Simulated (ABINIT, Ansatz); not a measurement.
Planning a run of ABINIT 10.8.3 on Sr2H6Os (Fm-3m). The input:

```
acell 3*1.0 Angstrom
rprim 
  -0.000000000000 3.812277830000 3.812277830000
  3.812277830000 -0.000000000000 3.812277830000
  3.812277830000 3.812277830000 0.000000000000
ntypat 3
znucl 38 1 76
natom 9
typat 1 1 2 2 2 2 2 2 3
xred 
  0.750000000000 0.750000000000 0.750000000000
  0.250000000000 0.250000000000 0.250000000000
  0.773847590000 0.773847590000 0.226152410000
  0.226152410000 0.773847590000 0.226152410000
  0.773847590000 0.226152410000 0.226152410000
  0.226152410000 0.226152410000 0.773847590000
  0.773847590000 0.226152410000 0.773847590000
  0.226152410000 0.773847590000 0.773847590000
  0.000000000000 0.000000000000 0.000000000000
pp_dirpath "pseudos"
pseudos "Sr.upf, H.upf, Os.upf"
ecut 33
iscf -2
irdden 1
kptopt 0
nkpt 26
kpt 
  0.00000000 0.00000000 0.00000000
  0.12500000 0.00000000 0.12500000
  0.25000000 0.00000000 0.25000000
  0.37500000 0.00000000 0.37500000
  0.50000000 0.00000000 0.50000000
  0.53125000 0.06250000 0.53125000
  0.56250000 0.12500000 0.56250000
  0.59375000 0.18750000 0.59375000
  0.62500000 0.25000000 0.62500000
  0.37500000 0.37500000 0.75000000
  0.28125000 0.28125000 0.56250000
  0.18750000 0.18750000 0.37500000
  0.09375000 0.09375000 0.18750000
  0.00000000 0.00000000 0.00000000
  0.12500000 0.12500000 0.12500000
  0.25000000 0.25000000 0.25000000
  0.37500000 0.37500000 0.37500000
  0.50000000 0.50000000 0.50000000
  0.50000000 0.43750000 0.56250000
  0.50000000 0.37500000 0.62500000
  0.50000000 0.31250000 0.68750000
  0.50000000 0.25000000 0.75000000
  0.50000000 0.18750000 0.68750000
  0.50000000 0.12500000 0.62500000
  0.50000000 0.06250000 0.56250000
  0.50000000 0.00000000 0.50000000
istwfk *1
nband 28
nbdbuf 2
tolwfr 1e-08
nstep 40
prtwf 0
prtvol 0
indata_prefix "in"
outdata_prefix "out"
tmpdata_prefix "tmp"
```

```sh
OMP_NUM_THREADS=1 mpirun -n 4 abinit run.abi > log
```

Estimate wall time and host memory on 4 MPI ranks of Arm Neoverse V2, shared host.

It took 33 s; on shared hardware allow 16 s to 66 s. Peak host memory was 0.38 GiB.

[Paths, hosts, dates, memory and timing lines, banners, echoed tables and standing remarks are left out of the program output.]

[Logs are printed without paths, hosts, clocks, repeated set-up lines and the standing remarks that a program may print on its own settings, such as how far it seeks lower states.]

[Runs of the session that timed out or met a known fault of the program may be left out.]

[Hosts, paths, dates, database ids (printed as entryN), source tags and the programs' standing remarks are cut or masked in the printed files.]

[G0W0 gaps are taken among the corrected bands and points alone; a level outside them can change the order at an edge.]

[Where Ansatz stands beside ABINIT at settings called matched, ABINIT's density can come from a denser mesh and the files from another edition; pairs whose starting gaps differed by over 0.03 eV were left out, so agreement reads better than it is.]
